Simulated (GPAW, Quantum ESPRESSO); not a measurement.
Two runs for the C K edge of atom 5 in MgNi3C (Pm-3m). Run A: Quantum ESPRESSO XSpectra, LDA, excited-electron core hole (neutral cell), 10-atom cell with 5.4 Å between holes, 8×8×8 k points, dipole transitions, Lorentzian half width 0.4 eV. Run B differs in one choice.

Energy from the energy zero of the input (xe0, at the border of filled and empty states); intensity scaled to a mean of 1 over the first 20 eV:

| E (eV) | A | B |
| --- | --- | --- |
| -2.0 | 0.08 | 0.06 |
| -1.5 | 0.12 | 0.09 |
| -1.0 | 0.18 | 0.14 |
| -0.5 | 0.36 | 0.29 |
| 0.0 | 0.96 | 1.02 |
| 0.5 | 1.34 | 1.52 |
| 1.0 | 0.86 | 0.80 |
| 1.5 | 0.77 | 0.69 |
| 2.0 | 1.08 | 1.07 |
| 2.5 | 1.51 | 1.59 |
| 3.0 | 1.68 | 1.70 |
| 3.5 | 2.05 | 2.15 |
| 4.0 | 2.16 | 2.33 |
| 4.5 | 1.67 | 1.68 |
| 5.0 | 1.29 | 1.29 |
| 5.5 | 1.13 | 1.15 |
| 6.0 | 1.10 | 1.14 |
| 6.5 | 1.43 | 1.36 |
| 7.0 | 1.55 | 1.42 |
| 7.5 | 1.39 | 1.28 |
| 8.0 | 1.19 | 1.07 |
| 8.5 | 0.75 | 0.80 |
| 9.0 | 0.42 | 0.58 |
| 9.5 | 0.31 | 0.47 |
| 10.0 | 0.31 | 0.43 |
| 10.5 | 0.31 | 0.42 |
| 11.0 | 0.29 | 0.42 |
| 11.5 | 0.30 | 0.43 |
| 12.0 | 0.34 | 0.46 |
| 12.5 | 0.41 | 0.51 |
| 13.0 | 0.46 | 0.57 |
| 13.5 | 0.54 | 0.64 |
| 14.0 | 0.63 | 0.73 |
| 14.5 | 0.79 | 0.83 |
| 15.0 | 1.04 | 0.94 |
| 15.5 | 1.21 | 1.04 |
| 16.0 | 1.65 | 1.10 |
| 16.5 | 1.73 | 1.12 |
| 17.0 | 1.70 | 1.07 |
| 17.5 | 1.22 | 0.99 |
| 18.0 | 0.79 | 0.89 |
| 18.5 | 0.57 | 0.82 |
| 19.0 | 0.54 | 0.78 |
| 19.5 | 0.58 | 0.76 |
| 20.0 | 0.80 | 0.75 |
| 20.5 | 0.92 | 0.74 |
| 21.0 | 0.84 | 0.73 |
| 21.5 | 0.82 | 0.71 |
| 22.0 | 0.81 | 0.68 |
| 22.5 | 0.70 | 0.65 |
| 23.0 | 0.57 | 0.63 |
| 23.5 | 0.43 | 0.61 |
| 24.0 | 0.48 | 0.59 |
| 24.5 | 0.58 | 0.58 |
| 25.0 | 0.58 | 0.57 |
| 25.5 | 0.64 | 0.56 |
| 26.0 | 0.69 | 0.55 |
| 26.5 | 0.61 | 0.53 |
| 27.0 | 0.48 | 0.51 |
| 27.5 | 0.49 | 0.49 |
| 28.0 | 0.45 | 0.47 |
| 28.5 | 0.42 | 0.45 |
| 29.0 | 0.39 | 0.43 |
| 29.5 | 0.27 | 0.41 |
| 30.0 | 0.28 | 0.40 |
| 30.5 | 0.26 | 0.39 |
| 31.0 | 0.22 | 0.39 |
| 31.5 | 0.22 | 0.39 |
| 32.0 | 0.30 | 0.39 |

**Question.** What was changed?
a) the broadening
b) the k mesh of the spectrum
c) the size of the supercell
d) the k mesh of the field

(a): run B changes the broadening from Lorentzian half width 0.4 eV to Lorentzian half width 0.3 eV up to 4 eV, rising linearly to 2.5 eV at 25 eV. The scaled spectrum changes by 18 % r.m.s. The highest intensity below 16 eV goes from 3.9 eV (2.21) to 3.9 eV (2.39). Other settings could leave a like mark; this is the one that was changed.

[Hosts, paths, dates, database ids (printed as entryN), source tags and the programs' standing remarks are cut or masked in the printed files.]

[Lists of maxima count a maximum above −3 eV only where it reaches 4 % of the highest in the window and stands out from its surroundings by 2 % of it (1.5 % where it reaches 55 %); shoulders and weaker maxima are passed over, and of the rest the first, up to two pre-edge ones and the few strongest are named.]
